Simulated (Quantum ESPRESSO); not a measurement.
# arsenene, 1 layer, stepped through the field along the normal, part 3 of 4

Wanted: a table for arsenene, 1 layer against the field along the normal, and what can be fitted to it.

Quantum ESPRESSO 7.5; plane-wave DFT, PBE, GBRV ultrasoft pseudopotentials.

So far. Step 2 (Relaxing cell and ions of the reference):  The last row is no step: it is a fresh SCF in the final cell with a new plane-wave basis, +0 meV from the row before.

## (5) Bands along a path, 0 V/Å

Bands along a path place the edges.

File m0.bands.in:

```
&control
  prefix = 'm0.bands'
  outdir = './out'
  pseudo_dir = './pseudo'
  calculation = 'bands'
  tefield = .true.
  dipfield = .true.
/
&system
  ibrav = 0
  nat = 2
  ntyp = 1
  ecutwfc = 40
  ecutrho = 200
  occupations = 'smearing'
  smearing = 'fd'
  degauss = 0.002
  edir = 3
  emaxpos = 0.97
  eopreg = 0.04
  eamp = 0.0
  nbnd = 11
/
&electrons
  conv_thr = 1e-07
  mixing_beta = 0.4
  electron_maxstep = 120
  mixing_mode = 'local-TF'
/
ATOMIC_SPECIES
  As  74.9216  as_pbe_v1.uspp.F.UPF
CELL_PARAMETERS angstrom
  3.57722710100000 0.00000000000000 0.00000000000000
  -1.78861355100000 3.09796954500000 0.00000000000000
  0.00000000000000 0.00000000000000 18.40000000000000
ATOMIC_POSITIONS crystal
  As  0.666666666700 0.333333333300 0.461848441300
  As  0.333333333300 0.666666666700 0.538151558700
K_POINTS crystal_b
4
  0.0000000000 0.0000000000 0.0000000000 10
  0.5000000000 0.0000000000 0.0000000000 10
  0.3333333333 0.3333333333 0.0000000000 10
  0.0000000000 0.0000000000 0.0000000000 1
```

On the command line:

```sh
> cp -r out/m0.scf.save out/m0.bands.save
> cp out/m0.scf.xml out/m0.bands.xml
> OMP_NUM_THREADS=1 mpirun -n 4 pw.x -nk 4 -in m0.bands.in > m0.bands.out
```

The program printed:

```text
[banner, memory and clock lines left out]
Program PWSCF v.7.5 starts

          URL

     Presently no symmetry can be used with electric field

     Atomic positions and unit cell read from directory:
     ./out/m0.bands.save/

     G-vector sticks info

     bravais-lattice index     =            0
     lattice parameter (alat)  =       6.7600  a.u.
     unit-cell volume          =    1376.0622 (a.u.)^3
     number of atoms/cell      =            2
     number of atomic types    =            1
     number of electrons       =        10.00
     number of Kohn-Sham states=           11
     kinetic-energy cutoff     =      40.0000  Ry
     charge density cutoff     =     200.0000  Ry
     Exchange-correlation= SLA  PW   PBE  PBE
                           (   1   4   3   4   0   0   0)

     celldm(1)=   6.759980  celldm(2)=   0.000000  celldm(3)=   0.000000
     celldm(4)=   0.000000  celldm(5)=   0.000000  celldm(6)=   0.000000

     crystal axes: (cart. coord. in units of alat)
               a(1) = (   1.000000   0.000000   0.000000 )
               a(2) = (  -0.500000   0.866025   0.000000 )
               a(3) = (   0.000000   0.000000   5.143649 )

     reciprocal axes: (cart. coord. in units 2 pi/alat)
               b(1) = (  1.000000  0.577350 -0.000000 )
               b(2) = (  0.000000  1.154701  0.000000 )
               b(3) = (  0.000000 -0.000000  0.194415 )

     PseudoPot. # 1 for As read from file:
     ./pseudo/as_pbe_v1.uspp.F.UPF
     Pseudo is Ultrasoft + core correction, Zval =  5.0
     Generated by new atomic code, or converted to UPF format
     Using radial grid of  875 points,  6 beta functions with:
                l(1) =   0
                l(2) =   0
                l(3) =   1
                l(4) =   1
                l(5) =   2
                l(6) =   2
     Q(r) pseudized with  8 coefficients,  rinner =    1.300   1.300   1.300
                                                       1.300   1.300

     atomic species   valence    mass     pseudopotential
     As                5.00    74.92160     As( 1.00)

     No symmetry found

   Cartesian axes

     site n.     atom                  positions (alat units)
         1        As     tau(   1) = (   0.5000000   0.2886751   2.3755862  )
         2        As     tau(   2) = (  -0.0000000   0.5773503   2.7680626  )

     number of k points=    31  Fermi-Dirac smearing, width (Ry)=  0.0020
                       cart. coord. in units 2pi/alat
        k(    1) = (   0.0000000   0.0000000   0.0000000), wk =   0.0645161
        k(    2) = (   0.0500000   0.0288675   0.0000000), wk =   0.0645161
        k(    3) = (   0.1000000   0.0577350   0.0000000), wk =   0.0645161
        k(    4) = (   0.1500000   0.0866025   0.0000000), wk =   0.0645161
        k(    5) = (   0.2000000   0.1154701   0.0000000), wk =   0.0645161
        k(    6) = (   0.2500000   0.1443376   0.0000000), wk =   0.0645161
        k(    7) = (   0.3000000   0.1732051   0.0000000), wk =   0.0645161
        k(    8) = (   0.3500000   0.2020726   0.0000000), wk =   0.0645161
        k(    9) = (   0.4000000   0.2309401   0.0000000), wk =   0.0645161
        k(   10) = (   0.4500000   0.2598076   0.0000000), wk =   0.0645161
        k(   11) = (   0.5000000   0.2886751   0.0000000), wk =   0.0645161
        k(   12) = (   0.4833333   0.3175426   0.0000000), wk =   0.0645161
        k(   13) = (   0.4666667   0.3464102   0.0000000), wk =   0.0645161
        k(   14) = (   0.4500000   0.3752777   0.0000000), wk =   0.0645161
        k(   15) = (   0.4333333   0.4041452   0.0000000), wk =   0.0645161
        k(   16) = (   0.4166667   0.4330127   0.0000000), wk =   0.0645161
        k(   17) = (   0.4000000   0.4618802   0.0000000), wk =   0.0645161
        k(   18) = (   0.3833333   0.4907477   0.0000000), wk =   0.0645161
        k(   19) = (   0.3666667   0.5196152   0.0000000), wk =   0.0645161
        k(   20) = (   0.3500000   0.5484828   0.0000000), wk =   0.0645161
        k(   21) = (   0.3333333   0.5773503   0.0000000), wk =   0.0645161
        k(   22) = (   0.3000000   0.5196152   0.0000000), wk =   0.0645161
        k(   23) = (   0.2666667   0.4618802   0.0000000), wk =   0.0645161
        k(   24) = (   0.2333333   0.4041452   0.0000000), wk =   0.0645161
        k(   25) = (   0.2000000   0.3464102   0.0000000), wk =   0.0645161
        k(   26) = (   0.1666667   0.2886751   0.0000000), wk =   0.0645161
        k(   27) = (   0.1333333   0.2309401   0.0000000), wk =   0.0645161
        k(   28) = (   0.1000000   0.1732051   0.0000000), wk =   0.0645161
        k(   29) = (   0.0666667   0.1154701   0.0000000), wk =   0.0645161
        k(   30) = (   0.0333333   0.0577350   0.0000000), wk =   0.0645161
        k(   31) = (   0.0000000   0.0000000   0.0000000), wk =   0.0645161

     Dense  grid:    65677 G-vectors     FFT dimensions: (  32,  32, 160)

     Smooth grid:    47089 G-vectors     FFT dimensions: (  27,  27, 144)

     The potential is recalculated from file :
     ./out/m0.bands.save/charge-density

     negative rho (up, down):  2.460E-04 0.000E+00

     Adding external electric field

     Computed dipole along edir(3) :
        Dipole                0.0000 Ry au,          0.0000 Debye
        Dipole field          0.0000 Ry au,

        Potential amp.       -0.0000 Ry
        Total length         33.3801 bohr

     Starting wfcs are    8 randomized atomic wfcs +    3 random wfcs

     Band Structure Calculation
     Davidson diagonalization with overlap

     ethr =  1.00E-09,  avg # of iterations = 57.0

     End of band structure calculation

          k = 0.0000 0.0000 0.0000 (  5877 PWs)   bands (ev):

   -16.3824 -10.0502  -3.4461  -2.7287  -2.7287  -0.7069   0.7690   0.7690
     2.0411   2.1803   3.0916

          k = 0.0500 0.0289 0.0000 (  5853 PWs)   bands (ev):

   -16.3485 -10.0428  -3.4282  -3.1317  -2.8105  -0.3782   0.6867   0.8521
     2.0922   2.2219   3.1313

          k = 0.1000 0.0577 0.0000 (  5867 PWs)   bands (ev):

   -16.2472 -10.0261  -3.9184  -3.3789  -3.0255  -0.0833   0.7518   1.0622
     2.2442   2.3444   3.2434

          k = 0.1500 0.0866 0.0000 (  5854 PWs)   bands (ev):

   -16.0794 -10.0186  -4.7453  -3.3127  -3.3126  -0.3624   1.2238   1.3155
     2.4465   2.5709   3.4232

          k = 0.2000 0.1155 0.0000 (  5858 PWs)   bands (ev):

   -15.8473 -10.0554  -5.4867  -3.6196  -3.2607  -0.7504   1.5356   1.5619
     2.6334   2.8655   3.6807

          k = 0.2500 0.1443 0.0000 (  5868 PWs)   bands (ev):

   -15.5543 -10.1876  -6.0586  -3.9119  -3.2786  -1.0590   1.5620   1.6815
     2.8630   3.1794   3.9844

          k = 0.3000 0.1732 0.0000 (  5896 PWs)   bands (ev):

   -15.2069 -10.4600  -6.4010  -4.1690  -3.4265  -1.2004   1.2829   1.7515
     3.2288   3.5165   4.2486

          k = 0.3500 0.2021 0.0000 (  5894 PWs)   bands (ev):

   -14.8171 -10.8670  -6.5119  -4.3782  -3.7041  -1.1665   0.9251   1.7681
     3.7080   3.7390   4.4665

          k = 0.4000 0.2309 0.0000 (  5890 PWs)   bands (ev):

   -14.4112 -11.3390  -6.4563  -4.5321  -4.0362  -1.0264   0.6023   1.7584
     3.6668   4.2729   4.8691

          k = 0.4500 0.2598 0.0000 (  5898 PWs)   bands (ev):

   -14.0541 -11.7584  -6.3375  -4.6259  -4.3181  -0.8722   0.3686   1.7442
     3.5096   4.9075   5.4104

          k = 0.5000 0.2887 0.0000 (  5894 PWs)   bands (ev):

   -13.8941 -11.9428  -6.2756  -4.6575  -4.4337  -0.8018   0.2779   1.7381
     3.4418   5.5149   5.6153

          k = 0.4833 0.3175 0.0000 (  5892 PWs)   bands (ev):

   -13.8825 -11.9464  -6.2809  -4.7216  -4.4319  -0.6985   0.2654   1.6975
     3.4609   5.5487   5.6281

          k = 0.4667 0.3464 0.0000 (  5906 PWs)   bands (ev):

   -13.8476 -11.9578  -6.3018  -4.8837  -4.4271  -0.4155   0.2230   1.5948
     3.5199   5.6377   5.6665

          k = 0.4500 0.3753 0.0000 (  5906 PWs)   bands (ev):

   -13.7896 -11.9793  -6.3531  -5.0757  -4.4216  -0.0127   0.1374   1.4761
     3.6240   5.7300   5.7568

          k = 0.4333 0.4041 0.0000 (  5900 PWs)   bands (ev):

   -13.7086 -12.0145  -6.4545  -5.2282  -4.4194  -0.0020   0.4475   1.3883
     3.7834   5.8172   5.8894

          k = 0.4167 0.4330 0.0000 (  5880 PWs)   bands (ev):

   -13.6049 -12.0681  -6.6101  -5.3012  -4.4259  -0.1875   0.9076   1.3558
     4.0143   5.9193   6.0318

          k = 0.4000 0.4619 0.0000 (  5883 PWs)   bands (ev):

   -13.4790 -12.1454  -6.7942  -5.2959  -4.4484  -0.3923   1.3132   1.3769
     4.3365   5.9116   6.1471

          k = 0.3833 0.4907 0.0000 (  5879 PWs)   bands (ev):

   -13.3312 -12.2515  -6.9704  -5.2322  -4.4952  -0.5845   1.4393   1.6172
     4.7623   5.6815   6.2860

          k = 0.3667 0.5196 0.0000 (  5887 PWs)   bands (ev):

   -13.1622 -12.3898  -7.1109  -5.1277  -4.5735  -0.7378   1.5308   1.7919
     5.2775   5.4721   6.4499

          k = 0.3500 0.5485 0.0000 (  5881 PWs)   bands (ev):

   -12.9730 -12.5615  -7.1995  -4.9936  -4.6878  -0.8348   1.6410   1.8340
     5.3351   5.8319   6.4114

          k = 0.3333 0.5774 0.0000 (  5895 PWs)   bands (ev):

   -12.7647 -12.7646  -7.2295  -4.8373  -4.8373  -0.8675   1.7608   1.7608
     5.2924   6.2422   6.2423

          k = 0.3000 0.5196 0.0000 (  5875 PWs)   bands (ev):

   -13.2451 -12.2968  -7.1144  -5.2140  -4.4786  -0.7463   1.3878   1.9914
     5.4169   5.7381   5.8202

          k = 0.2667 0.4619 0.0000 (  5875 PWs)   bands (ev):

   -13.7803 -11.7773  -6.7956  -5.6200  -4.0904  -0.4284   0.9017   2.1383
     5.0811   5.0951   5.5069

          k = 0.2333 0.4041 0.0000 (  5869 PWs)   bands (ev):

   -14.3209 -11.2388  -6.3178  -5.9603  -3.7184   0.0042   0.4536   2.1413
     4.4066   4.4291   5.0131

          k = 0.2000 0.3464 0.0000 (  5857 PWs)   bands (ev):

   -14.8307 -10.7358  -6.1412  -5.7240  -3.4209   0.1319   0.4442   2.0453
     3.7858   3.8706   4.4839

          k = 0.1667 0.2887 0.0000 (  5863 PWs)   bands (ev):

   -15.2861 -10.3420  -6.0690  -5.0561  -3.2514  -0.0166   0.7208   1.9930
     3.2763   3.3879   4.0871

          k = 0.1333 0.2309 0.0000 (  5871 PWs)   bands (ev):

   -15.6720 -10.1108  -5.6848  -4.3634  -3.2181   0.0033   0.7148   1.9803
     2.9132   2.9746   3.7775

          k = 0.1000 0.1732 0.0000 (  5855 PWs)   bands (ev):

   -15.9794 -10.0255  -5.0126  -3.7121  -3.2729   0.1512   0.5329   1.7554
     2.6308   2.6395   3.5074

          k = 0.0667 0.1155 0.0000 (  5859 PWs)   bands (ev):

   -16.2023 -10.0214  -4.1459  -3.3604  -3.1765   0.2339   0.3889   1.2998
     2.3214   2.3914   3.2892

          k = 0.0333 0.0577 0.0000 (  5861 PWs)   bands (ev):

   -16.3372 -10.0405  -3.4224  -3.2380  -2.8419  -0.2921   0.6468   0.8933
     2.1096   2.2354   3.1441

          k = 0.0000 0.0000 0.0000 (  5877 PWs)   bands (ev):

   -16.3824 -10.0502  -3.4461  -2.7287  -2.7287  -0.7069   0.7690   0.7690
     2.0411   2.1803   3.0916

     XML data file, pseudopotentials, collected wavefunctions

                                        0.00s GPU  (     383 calls)
```

Elapsed: 13 s, on 4 MPI ranks of Arm Neoverse V1, shared host; peak memory 0.26 GiB.

This step gave:

```
conduction bottom, on the run's zero : -1.200 eV
gap by band count                    : 1.528 eV
```

Band numbers count within the set of bands kept for display. The electronic bands at the labelled points (eV, zero at the highest filled level of the SCF mesh; v1 is the highest filled band, c1 the lowest empty one):

```csv
point,v4,v3,v2,v1,c1,c2,c3,c4
Γ,-7.32,-0.72,0.00,0.00,2.02,3.50,3.50,4.77
halfway,-7.46,-3.33,-1.18,-0.55,1.67,4.29,4.41,5.59
M,-9.21,-3.55,-1.93,-1.70,1.93,3.01,4.47,6.17
halfway,-9.34,-3.88,-2.57,-1.70,2.54,3.64,4.08,6.74
K,-10.04,-4.50,-2.11,-2.11,1.86,4.49,4.49,8.02
halfway,-7.61,-3.34,-2.33,-0.52,2.71,3.45,4.72,6.01
Γ,-7.32,-0.72,0.00,0.00,2.02,3.50,3.50,4.77
```

The electronic bands as a text plot (rows in eV, shown from -8.0 to 5.8 only):

```
    5.5 |+    ++++++                                  +++++     +
    5.0 |+++++++                           ++++++++++++++  ++++++
    4.4 |       +++++++++++++++++++ +++++++++            ++
    3.8 | ++++++    ++++           ++        ++            +++++
    3.2 |+++++          ++++++++  +            ++++++++++++++++++
    2.7 |   ++                  ++++           ++++++++++++  +++
    2.1 |+++  ++++        ++++++    +++++++++++                 +
    1.5 |         ++++++++
    0.9 |
    0.3 |
   -0.2 |*****                                        ***  ******
   -0.8 |***************                       *******   ********
   -1.4 |   **    **********                 **       ***  **
   -2.0 |     **        *********************
   -2.5 |       **              *********  **       **   **
   -3.1 |         **                         ************
   -3.7 |           ****************           *****
   -4.3 |                           ***********
   -4.8 |
   -5.4 |
   -6.0 |
   -6.6 |
   -7.1 |*********                                    ***********
   -7.7 |         ****                              **
         Γ                   M           K                      Γ
```

Along this path the valence top lies at Γ and the conduction bottom between Γ and M.

## (6) Ground state, 0.05 V/Å

File m1.scf.in:

```
&control
  prefix = 'm1.scf'
  outdir = './out'
  pseudo_dir = './pseudo'
  calculation = 'scf'
  tprnfor = .true.
  tefield = .true.
  dipfield = .true.
/
&system
  ibrav = 0
  nat = 2
  ntyp = 1
  ecutwfc = 40
  ecutrho = 200
  occupations = 'smearing'
  smearing = 'fd'
  degauss = 0.002
  edir = 3
  emaxpos = 0.97
  eopreg = 0.04
  eamp = 0.00097235
  nbnd = 11
/
&electrons
  conv_thr = 1e-09
  mixing_beta = 0.4
  electron_maxstep = 120
  mixing_mode = 'plain'
  startingpot = 'file'
/
ATOMIC_SPECIES
  As  74.9216  as_pbe_v1.uspp.F.UPF
CELL_PARAMETERS angstrom
  3.57722710100000 0.00000000000000 0.00000000000000
  -1.78861355100000 3.09796954500000 0.00000000000000
  0.00000000000000 0.00000000000000 18.40000000000000
ATOMIC_POSITIONS crystal
  As  0.666666666700 0.333333333300 0.461848441300
  As  0.333333333300 0.666666666700 0.538151558700
K_POINTS automatic
  12 12 1 0 0 0
```

On the command line:

```sh
> cp -r out/m0.scf.save out/m1.scf.save
> OMP_NUM_THREADS=1 mpirun -n 4 pw.x -nk 4 -in m1.scf.in > m1.scf.out
```

The program printed:

```text
[banner, memory and clock lines left out]
Program PWSCF v.7.5 starts
[...]
number of electrons       =        10.00
     number of Kohn-Sham states=           11
     kinetic-energy cutoff     =      40.0000  Ry
     charge density cutoff     =     200.0000  Ry
[...]
number of k points=    74  Fermi-Dirac smearing, width (Ry)=  0.0020
[...]
Dense  grid:    65677 G-vectors     FFT dimensions: (  32,  32, 160)
[...]
The initial density is read from file :
[...]
negative rho (up, down):  2.460E-04 0.000E+00
[...]
Starting wfcs are    8 randomized atomic wfcs +    3 random wfcs
[...]
negative rho (up, down):  2.459E-04 0.000E+00
[...]
estimated scf accuracy    <       0.00106275 Ry
[...]
negative rho (up, down):  2.460E-04 0.000E+00
[...]
estimated scf accuracy    <       0.00537381 Ry
[...]
negative rho (up, down):  2.461E-04 0.000E+00
[...]
estimated scf accuracy    <       0.00000121 Ry
[...]
negative rho (up, down):  2.460E-04 0.000E+00
[...]
estimated scf accuracy    <       0.00000036 Ry
[...]
negative rho (up, down):  2.460E-04 0.000E+00
[...]
estimated scf accuracy    <       0.00000005 Ry
[...]
negative rho (up, down):  2.460E-04 0.000E+00
[...]
estimated scf accuracy    <          3.2E-09 Ry
[...]
negative rho (up, down):  2.460E-04 0.000E+00
[...]
Computed dipole along edir(3) :
        Dipole                0.0233 Ry au,          0.0593 Debye
        Dipole field          0.0002 Ry au,
        E field amplitude [Ha a.u.]:  9.7235E-04
        Potential amp.        0.0507 Ry
        Total length         33.3801 bohr
[...]
the Fermi energy is    -2.1465 ev
!    total energy              =     -80.54305534 Ry
     estimated scf accuracy    <          8.2E-10 Ry
     smearing contrib. (-TS)   =      -0.00000000 Ry
     internal energy E=F+TS    =     -80.54305534 Ry
[...]
one-electron contribution =    -119.27221305 Ry
     hartree contribution      =      61.50485921 Ry
     xc contribution           =     -63.01929927 Ry
     ewald contribution        =      40.24363816 Ry
     electric field correction =      -0.00004039 Ry
     convergence has been achieved in   7 iterations
     negative rho (up, down):  2.460E-04 0.000E+00
[...]
Total force =     0.002050     Total SCF correction =     0.000053
[...]
```

Elapsed: 26 s, on 4 MPI ranks; peak memory 0.52 GiB; 1.7 min of CPU time.

Numbers from this step:

| Quantity | Value |
| --- | --- |
| free energy | -1095.8441 eV |
| Fermi energy | -2.147 eV |
| dipole along the normal | 0.01235 e·Å |
| valence top, on the run's zero | -2.722 eV |
| conduction bottom, on the run's zero | -1.187 eV |
| gap by band count | 1.535 eV |

(Part 3 of 4 ends here.)

[Logs are printed without paths, hosts, clocks, repeated set-up lines and the standing remarks that a program may print on its own settings, such as how far it seeks lower states.]

[Hosts, paths, dates, database ids (printed as entryN), source tags and the programs' standing remarks are cut or masked in the printed files.]

[Maps of the electrostatic potential energy from Ansatz leave out the sawtooth potential of an applied field or a dipole correction, so their vacuum need not be flat; planar profiles and work functions include it.]
